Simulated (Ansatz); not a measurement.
# Ca2H2IF: complex band structure, part 3 of 4

Wanted: the relaxed cell of Ca2H2IF, its band edges and its decay constants. It is built by putting F for part of the I in the CaHI structure of space group P4/nmm, with the volume rescaled by atomic radii. The parent structure comes from the Materials Project.

Ansatz 0.2.0; PBEsol DFT, plane waves, PAW files (the session's first sound run).

So far, gap on the k-mesh (eV): step 3 (the bulk crystal and its band edges) 2.97.

The structure was built from a prototype and need not be the compound's stable phase.

### Step 6. Decaying states in the gap, plane (001), k-mesh 6×6×4

Level of this step: PBEsol DFT, plane waves, PAW files; complex bands by layer matching along the plane's normal (Ansatz).

The same for the (001) plane, at (0, 0), (-0.5, -0.5) and (0, -0.5), to see how the decay depends on direction.

File input.yaml:

```yaml
crystal:
  lattice:
    - [3.706032246, 0.0, 0.0]
    - [0.0, 3.706032246, 0.0]
    - [0.0, 0.0, 7.56579099]
  atoms:
    - { symbol: Ca, position: [0.0, 0.5, 0.203503787] }
    - { symbol: Ca, position: [0.5, 0.0, 0.8689379171] }
    - { symbol: H, position: [0.5, 0.5, 0.0168497834] }
    - { symbol: H, position: [0.0, 0.0, 0.0168497834] }
    - { symbol: I, position: [0.0, 0.5, 0.6317887919] }
    - { symbol: F, position: [0.5, 0.0, 0.2620699372] }
kpoints:
  mp_grid: { grid: [6, 6, 4] }
scf:
  occupations: { method: fixed }
hamiltonian:
  xc: pbesol
output:
  eigenvalues: true
  transmission:
    leads: [[0, 0]]
    kpoints: [[0.0, 0.0], [-0.5, -0.5], [0.0, -0.5]]
    e_range: [-1.0, 3.97]
    de: 0.12
```

On the command line:

```bash
$ ansatz run input.yaml --threads 2 --pin off --max-ram 4096MiB --backend cpu --events-out ev --progress --plain --runs-dir out
```

Numbers of over 12 decimals in the logs are rounded to 6 here.

What it wrote:

```text
[...]
Crystal: 6 atoms, lattice volume = 103.914 Å³
Basis set: ecut = 420 eV, 2049 PW (Γ)
Bands: 29, of which v1, the nominal top of the filled ones, is band 23 counted from 1 (22 counted from 0)
Symmetry: 8 space group operations
[...]
k-points: 30 of 144 (time reversal used)
[...]
SCF iter   1: F=—  HF=-11858.111502 eV  |F-HF|=—  |Δ(HF+E_count)|=         —  Δρ=8.08e-3  dr2=5.00e-2  ethr=1.77e-3  ⟨swp⟩=5.9  Hψ=3781  notcnv=0  defer=115
[...]
SCF iter   7: F=-11858.097182 eV  HF=-11858.097182 eV  |F-HF|=2.09e-8  |Δ(HF+E_count)|=   2.07e-7  Δρ=4.54e-6  dr2=2.42e-8  ethr=2.17e-10  ⟨swp⟩=14.0  Hψ=5260  notcnv=0
SCF 1 converged in 7 iterations: F = -11858.097182 eV  dr2 = 2.42e-8
[...]
transmission: 12 of 36 steps passed
transmission: 24 of 36 steps passed
transmission: 36 of 36 steps passed
SCF converged after 7 iterations
Free energy (F): -11858.097182 eV
[...]
Internal energy: -11858.097182 eV  (E = F + TS)
E sigma→0 (E₀):  -11858.097182 eV
Fermi energy:    6.018011 eV
[...]
--- Band table (eV; the first three rows and the last of 30) ---
  k-point 0: bands = [... 19 lower, 3.8335, 5.3511, 5.6364, 5.6364, 9.6611, 9.8242, 11.0029, 11.0029, ... 2 higher]
  k-point 1: bands = [... 19 lower, 4.4909, 5.3545, 5.6392, 5.6392, 9.4594, 9.7400, 10.8651, 10.9285, ... 2 higher]
  k-point 2: bands = [... 19 lower, 4.9185, 5.3582, 5.6420, 5.6420, 9.1794, 9.6650, 10.7705, 10.8643, ... 2 higher]
  k-point 29: bands = [... 19 lower, 3.0042, 3.9657, 4.6733, 4.6733, 9.8547, 9.9402, 10.7864, 11.0060, ... 2 higher]
--- Transmission ---
  basis      : 121 plane waves across, 12 finite elements along
  points     : 3, as listed
[...]
crystal 0  : I1Ca2H2F1, at the sites [0, 0], period 7.5658 Å: whole cells are its period
[...]
channels       : 0.000000e0 a spin
[...]
slowest decay  : 0.2851 /Å at (0.0000, 0.0000)
```

It took 33 s on 2 threads of AMD EPYC 7R43, shared host; peak memory 0.43 GiB.

Numbers from this step:

| Property | Result |
| --- | --- |
| decay constant at the filling level, zone centre | 0.2851 Å⁻¹ |
| decay constant at the filling level, slowest listed point | 0.2851 Å⁻¹ |

K parallel (0, 0); values up to 1.5 1/Å, a degenerate pair printed once or twice; energies at which all values exceed this have no row. Im kz of the slowest decaying states against energy, zero at the highest filled level on the SCF mesh:

```
energy (eV)  decay 1 (Å⁻¹)  decay 2 (Å⁻¹)  decay 3 (Å⁻¹)  decay 4 (Å⁻¹)
      -1.00         0.0916          0.732          0.818          0.879
      -0.76          0.162          0.541          0.750          0.870
      -0.64          0.185          0.345          0.698          0.866
      -0.40          0.219          0.359          0.636          0.855
      -0.16          0.243          0.661          0.695          0.844
      -0.04          0.253          0.710          0.714          0.838
       0.20          0.268          0.724          0.774          0.825
       0.32          0.274          0.727          0.793          0.818
       0.56          0.283          0.726          0.803          0.819
       0.80          0.289          0.719          0.787          0.833
       0.92          0.290          0.714          0.778          0.837
       1.16          0.290          0.699          0.760          0.841
       1.40          0.288          0.681          0.741          0.839
       1.52          0.285          0.671          0.731          0.837
       1.76          0.277          0.647          0.709          0.828
       2.00          0.265          0.619          0.684          0.815
       2.12          0.258          0.604          0.672          0.807
       2.36          0.238          0.570          0.644          0.788
       2.60          0.211          0.530          0.613          0.765
       2.72          0.193          0.507          0.596          0.752
       2.96          0.140          0.454          0.559          0.724
       3.08         0.0924          0.422          0.538          0.708
       3.32          0.341          0.489          0.673           1.19
       3.56          0.194          0.425          0.632           1.18
       3.68         0.0929          0.380          0.610           1.18
       3.92          0.186          0.270          0.559           1.17
```

K parallel (-0.5, -0.5); values up to 1.5 1/Å, a degenerate pair printed once or twice; energies at which all values exceed this have no row. Table of Im kz of the slowest decaying states by energy, zero at the highest filled level on the SCF mesh:

```
energy (eV)  decay 1 (Å⁻¹)  decay 2 (Å⁻¹)  decay 3 (Å⁻¹)  decay 4 (Å⁻¹)
      -1.00          0.372          0.531          0.704           1.38
      -0.76          0.385          0.592          0.700           1.38
      -0.64          0.390          0.613          0.697           1.38
      -0.40          0.395          0.643          0.690           1.39
      -0.16          0.396          0.663          0.680           1.38
      -0.04          0.395          0.671          0.675           1.38
       0.20          0.391          0.663          0.682           1.38
       0.32          0.389          0.656          0.686           1.38
       0.56          0.381          0.641          0.691           1.37
       0.80          0.371          0.625          0.694           1.37
       0.92          0.365          0.616          0.694           1.37
       1.16          0.351          0.596          0.693           1.36
       1.40          0.334          0.573          0.689           1.35
       1.52          0.325          0.561          0.687           1.35
       1.76          0.303          0.535          0.680           1.34
       2.00          0.277          0.505          0.672           1.33
       2.12          0.262          0.488          0.667           1.32
       2.36          0.227          0.452          0.655           1.31
       2.60          0.181          0.408          0.642           1.30
       2.72          0.151          0.383          0.634           1.30
       2.96          0.035          0.324          0.618           1.28
       3.08          0.287          0.608           1.28              -
       3.32          0.180          0.587           1.26              -
       3.56          0.563           1.25              -              -
       3.68          0.549           1.24              -              -
       3.92         0.0944          0.518           1.22           1.50
```

K parallel (0, -0.5); values up to 1.5 1/Å, a degenerate pair printed once or twice; energies at which all values exceed this have no row. Im kz of the slowest decaying states against energy, zero at the highest filled level on the SCF mesh:

```
energy (eV)  decay 1 (Å⁻¹)  decay 2 (Å⁻¹)  decay 3 (Å⁻¹)  decay 4 (Å⁻¹)
      -1.00          0.275          0.530          0.815          0.850
      -0.76          0.355          0.602          0.794          0.836
      -0.52          0.409          0.633          0.724          0.861
      -0.28          0.449          0.621          0.646          0.889
      -0.04          0.323          0.480          0.650          0.916
       0.20          0.505          0.541          0.647          0.938
       0.44          0.525          0.622          0.640          0.917
       0.68          0.539          0.631          0.656          0.895
       0.92          0.550          0.620          0.672          0.872
       1.16          0.558          0.607          0.678          0.850
       1.40          0.562          0.592          0.678          0.827
       1.76          0.561          0.568          0.668          0.790
       2.00          0.550          0.557          0.657          0.765
       2.24          0.530           0.55          0.643          0.738
       2.48          0.509          0.539          0.625          0.709
       2.72          0.485          0.525          0.605          0.678
       2.96          0.459          0.507          0.581          0.643
       3.20          0.430          0.483          0.554          0.603
       3.44          0.398          0.451          0.523          0.555
       3.68          0.359          0.405          0.487          0.491
       3.92          0.307          0.313          0.377          0.445
```

At +1.52 eV, the grid energy nearest the filling level (the middle of the gap on the SCF mesh), the slowest state at the listed wavevectors decays with κ = 0.285 Å⁻¹, its amplitude falling by e over 3.5 Å; the first such run, plane (100), gave 0.246 Å⁻¹.

### Step 7. Band edges at another level

This step: PBE DFT, plane waves, PAW files (Ansatz 0.2.0).

The edges again with PBE, at the same atoms.

File input.yaml:

```yaml
crystal:
  lattice:
    - [3.7060322465, 0.0, 0.0]
    - [0.0, 3.7060322465, 0.0]
    - [0.0, 0.0, 7.56579099]
  atoms:
    - { symbol: Ca, position: [0.0, 0.5, 0.203503787] }
    - { symbol: Ca, position: [0.5, 0.0, 0.8689379171] }
    - { symbol: H, position: [0.5, 0.5, 0.0168497834] }
    - { symbol: H, position: [0.0, 0.0, 0.0168497834] }
    - { symbol: I, position: [0.0, 0.5, 0.6317887919] }
    - { symbol: F, position: [0.5, 0.0, 0.2620699372] }
kpoints:
  mp_grid: { grid: [6, 6, 4] }
  band_path: { path: [VBM, CBM], npoints: 30 }
scf:
  occupations: { method: fixed }
hamiltonian:
  xc: pbe
output:
  eigenvalues: true
```

What it wrote:

```text
[...]
Crystal: 6 atoms, lattice volume = 103.914 Å³
Basis set: ecut = 420 eV, 2049 PW (Γ)
Bands: 29, of which v1, the nominal top of the filled ones, is band 23 counted from 1 (22 counted from 0)
Symmetry: 8 space group operations
[...]
k-points: 30 of 144 (time reversal used)
[...]
SCF iter   1: F=—  HF=-11993.157835 eV  |F-HF|=—  |Δ(HF+E_count)|=         —  Δρ=1.38e-3  dr2=2.79e-3  ethr=1.77e-3  ⟨swp⟩=6.0  Hψ=3784  notcnv=0  defer=112
[...]
SCF iter   7: F=-11993.158287 eV  HF=-11993.158287 eV  |F-HF|=1.76e-8  |Δ(HF+E_count)|=   1.53e-7  Δρ=3.16e-6  dr2=1.17e-8  ethr=2.17e-10  ⟨swp⟩=13.9  Hψ=5213  notcnv=0
SCF 1 converged in 7 iterations: F = -11993.158287 eV  dr2 = 1.17e-8
[...]
SCF converged after 7 iterations
Free energy (F): -11993.158287 eV
[...]
Internal energy: -11993.158287 eV  (E = F + TS)
E sigma→0 (E₀):  -11993.158287 eV
Fermi energy:    6.123441 eV
[...]
--- Band table (eV; the first three rows and the last of 30) ---
  k-point 0: bands = [... 19 lower, 3.9437, 5.3985, 5.7442, 5.7442, 9.8444, 9.9953, 11.1460, 11.1460, ... 2 higher]
  k-point 1: bands = [... 19 lower, 4.5878, 5.4016, 5.7468, 5.7468, 9.6683, 9.9146, 11.0715, 11.0715, ... 2 higher]
  k-point 2: bands = [... 19 lower, 4.9999, 5.4049, 5.7495, 5.7495, 9.4186, 9.8423, 10.9725, 11.0073, ... 2 higher]
  k-point 29: bands = [... 19 lower, 3.1300, 4.0921, 4.7255, 4.7255, 10.0704, 10.1459, 10.9651, 11.1813, ... 2 higher]
```

Wall time 33 s (2 threads); peak memory 0.41 GiB; 65 s of CPU time.

Numbers from this step:

| Quantity | Value |
| --- | --- |
| free energy | -11993.1583 eV |
| Fermi energy | 6.123 eV |
| gap on the k-mesh | 3.074 eV |
| gap on path | 3.074 eV, by band count; negative where bands overlap |
| direct gap on path | 4.109 eV |

The electronic bands at the labelled points (eV, zero at the Fermi level (highest filled level under fixed occupations); v1 is the highest filled band, c1 the lowest empty one):

```
  point     v4     v3     v2     v1    c1    c2    c3    c4
    VBM  -2.38  -1.31  -1.30   0.00  4.11  4.57  4.91  5.13
halfway  -2.19  -1.79  -1.40  -1.29  3.51  4.16  5.31  5.33
    CBM  -2.99  -1.89  -1.42  -1.42  3.07  3.58  5.16  5.16
```

The searched edges give 3.07 eV, as on the mesh.

Between step 3 and this run (PBE) the value for the gap on the k-mesh moves from 2.97 eV to 3.07 eV.

### Step 8. Complex bands at another level

This step: PBE DFT, plane waves, PAW files; complex bands by layer matching along the plane's normal (Ansatz 0.2.0).

The complex bands at that level, over its own gap, at (0, 0) and (-0.5, 0).

File input.yaml:

```yaml
crystal:
  lattice:
    - [3.706032246, 0.0, 0.0]
    - [0.0, 7.56579099, 0.0]
    - [0.0, 0.0, 3.706032246]
  atoms:
    - { symbol: Ca, position: [0.5, 0.203503787, 0.0] }
    - { symbol: Ca, position: [0.0, 0.8689379171, 0.5] }
    - { symbol: H, position: [0.5, 0.0168497834, 0.5] }
    - { symbol: H, position: [0.0, 0.0168497834, 0.0] }
    - { symbol: I, position: [0.5, 0.6317887919, 0.0] }
    - { symbol: F, position: [0.0, 0.2620699372, 0.5] }
kpoints:
  mp_grid: { grid: [6, 4, 6] }
scf:
  occupations: { method: fixed }
hamiltonian:
  xc: pbe
output:
  eigenvalues: true
  transmission:
    leads: [[0, 0]]
    kpoints: [[0.0, 0.0], [-0.5, 0.0]]
    e_range: [-1.0, 4.07]
    de: 0.1
```

What it wrote:

```text
[...]
Crystal: 6 atoms, lattice volume = 103.914 Å³
Basis set: ecut = 420 eV, 2049 PW (Γ)
Bands: 29, of which v1, the nominal top of the filled ones, is band 23 counted from 1 (22 counted from 0)
Symmetry: 8 space group operations
[...]
k-points: 30 of 144 (time reversal used)
[...]
SCF iter   1: F=—  HF=-11993.157828 eV  |F-HF|=—  |Δ(HF+E_count)|=         —  Δρ=1.38e-3  dr2=2.80e-3  ethr=1.77e-3  ⟨swp⟩=5.9  Hψ=3782  notcnv=0  defer=111
[...]
SCF iter   7: F=-11993.158287 eV  HF=-11993.158287 eV  |F-HF|=1.76e-8  |Δ(HF+E_count)|=   1.52e-7  Δρ=3.15e-6  dr2=1.15e-8  ethr=2.17e-10  ⟨swp⟩=13.9  Hψ=5184  notcnv=0
SCF 1 converged in 7 iterations: F = -11993.158287 eV  dr2 = 1.15e-8
[...]
transmission: 7 of 14 steps passed
transmission: 14 of 14 steps passed
SCF converged after 7 iterations
Free energy (F): -11993.158287 eV
[...]
Internal energy: -11993.158287 eV  (E = F + TS)
E sigma→0 (E₀):  -11993.158287 eV
Fermi energy:    6.123443 eV
[...]
--- Band table (eV; the first three rows and the last of 30) ---
  k-point 0: bands = [... 19 lower, 3.9437, 5.3985, 5.7442, 5.7442, 9.8444, 9.9953, 11.1460, 11.1460, ... 2 higher]
  k-point 1: bands = [... 19 lower, 4.0433, 4.7719, 5.4071, 5.8345, 9.9533, 10.3165, 10.8528, 11.0387, ... 2 higher]
  k-point 2: bands = [... 19 lower, 3.7470, 4.6232, 5.1174, 6.0241, 10.1220, 10.5701, 10.9404, 11.1958, ... 2 higher]
  k-point 29: bands = [... 19 lower, 3.1300, 4.0921, 4.7255, 4.7255, 10.0704, 10.1459, 10.9651, 11.1813, ... 2 higher]
--- Transmission ---
  basis      : 249 plane waves across, 7 finite elements along
  points     : 2, as listed
[...]
crystal 0  : Ca2H2I1F1, at the sites [0, 0], period 3.7060 Å: whole cells are its period
[...]
channels       : 0.000000e0 a spin
[...]
slowest decay  : 0.2484 /Å at (-0.5000, 0.0000)
```

It took 78 s on 2 threads; peak memory 0.74 GiB.

Numbers from this step:

- level to which the leads are filled: 1.537 eV from the Fermi level
- decay constant at the filling level, zone centre: 0.2535 Å⁻¹
- decay constant at the filling level, slowest listed point: 0.2484 Å⁻¹

K parallel (0, 0); values up to 1.5 1/Å, a degenerate pair printed once or twice; energies at which all values exceed this have no row. Table of Im kz of the slowest decaying states by energy, zero at the highest filled level on the SCF mesh:

```
energy (eV)  decay 1 (Å⁻¹)  decay 2 (Å⁻¹)  decay 3 (Å⁻¹)  decay 4 (Å⁻¹)
      -1.00          0.487          0.561          0.619          0.706
      -0.80          0.495          0.526          0.589          0.686
      -0.50          0.302          0.386          0.684          0.742
      -0.20          0.107          0.464          0.720          0.728
       0.00         0.0033          0.148          0.492          0.720
       0.20          0.176          0.350          0.512          0.711
       0.50          0.206          0.509          0.531          0.697
       0.80          0.226          0.541          0.611          0.682
       1.00          0.237          0.543          0.670          0.681
       1.20          0.245          0.543          0.658          0.723
       1.50          0.254          0.539          0.638          0.700
       1.80          0.258          0.530          0.615          0.677
       2.00          0.260          0.522          0.597          0.661
       2.20          0.259          0.511          0.579          0.645
       2.50          0.255          0.491          0.546          0.619
       2.80          0.246          0.465          0.509          0.590
       3.00          0.236          0.442          0.481          0.558
       3.20          0.221          0.416          0.449          0.498
       3.50          0.179          0.362          0.369          0.404
       3.80          0.123          0.280          0.347          0.449
       4.00          0.274          0.314          0.393          0.495
```

K parallel (-0.5, 0); values up to 1.5 1/Å, a degenerate pair printed once or twice; energies at which all values exceed this have no row. The Im kz of the slowest decaying states by energy, zero at the highest filled level on the SCF mesh:

```
energy (eV)  decay 1 (Å⁻¹)  decay 2 (Å⁻¹)  decay 3 (Å⁻¹)  decay 4 (Å⁻¹)
      -1.00          0.365          0.517          0.576          0.907
      -0.80          0.393          0.563          0.616          0.927
      -0.50          0.419          0.595          0.650          0.955
      -0.20          0.433          0.607          0.668          0.965
       0.00         9.0e-4          0.439          0.608          0.675
       0.20          0.108          0.442          0.606          0.679
       0.50          0.164          0.442          0.598          0.680
       0.80          0.200          0.437          0.584          0.676
       1.00          0.217          0.432          0.572          0.671
       1.20          0.232          0.425          0.558          0.665
       1.50          0.248          0.411          0.533          0.653
       1.80          0.261          0.392          0.502          0.637
       2.00          0.267          0.377          0.478          0.624
       2.20          0.271          0.360          0.450          0.610
       2.50          0.275          0.329          0.400          0.585
       2.80          0.277          0.289          0.329          0.554
       3.00          0.248          0.255          0.276          0.530
       3.20          0.211          0.274          0.338          0.503
       3.50         0.0997          0.268          0.357          0.451
       3.80          0.259          0.351          0.376          0.611
       4.00          0.250          0.286          0.338          0.570
```

At the listed wavevectors the last open channel is at -0.10 eV and the next at +3.10 eV on the grid. At +1.50 eV, the grid energy nearest the filling level (the middle of the gap on the SCF mesh), the slowest state at the listed wavevectors decays with κ = 0.248 Å⁻¹, its amplitude falling by e over 4.0 Å; the first such run, plane (100), gave 0.246 Å⁻¹.

(Continued in part 4 of 4.)

[Logs are printed without paths, hosts, clocks, repeated set-up lines and the standing remarks that a program may print on its own settings, such as how far it seeks lower states.]

[Hosts, paths, dates, database ids (printed as entryN), source tags and the programs' standing remarks are cut or masked in the printed files.]
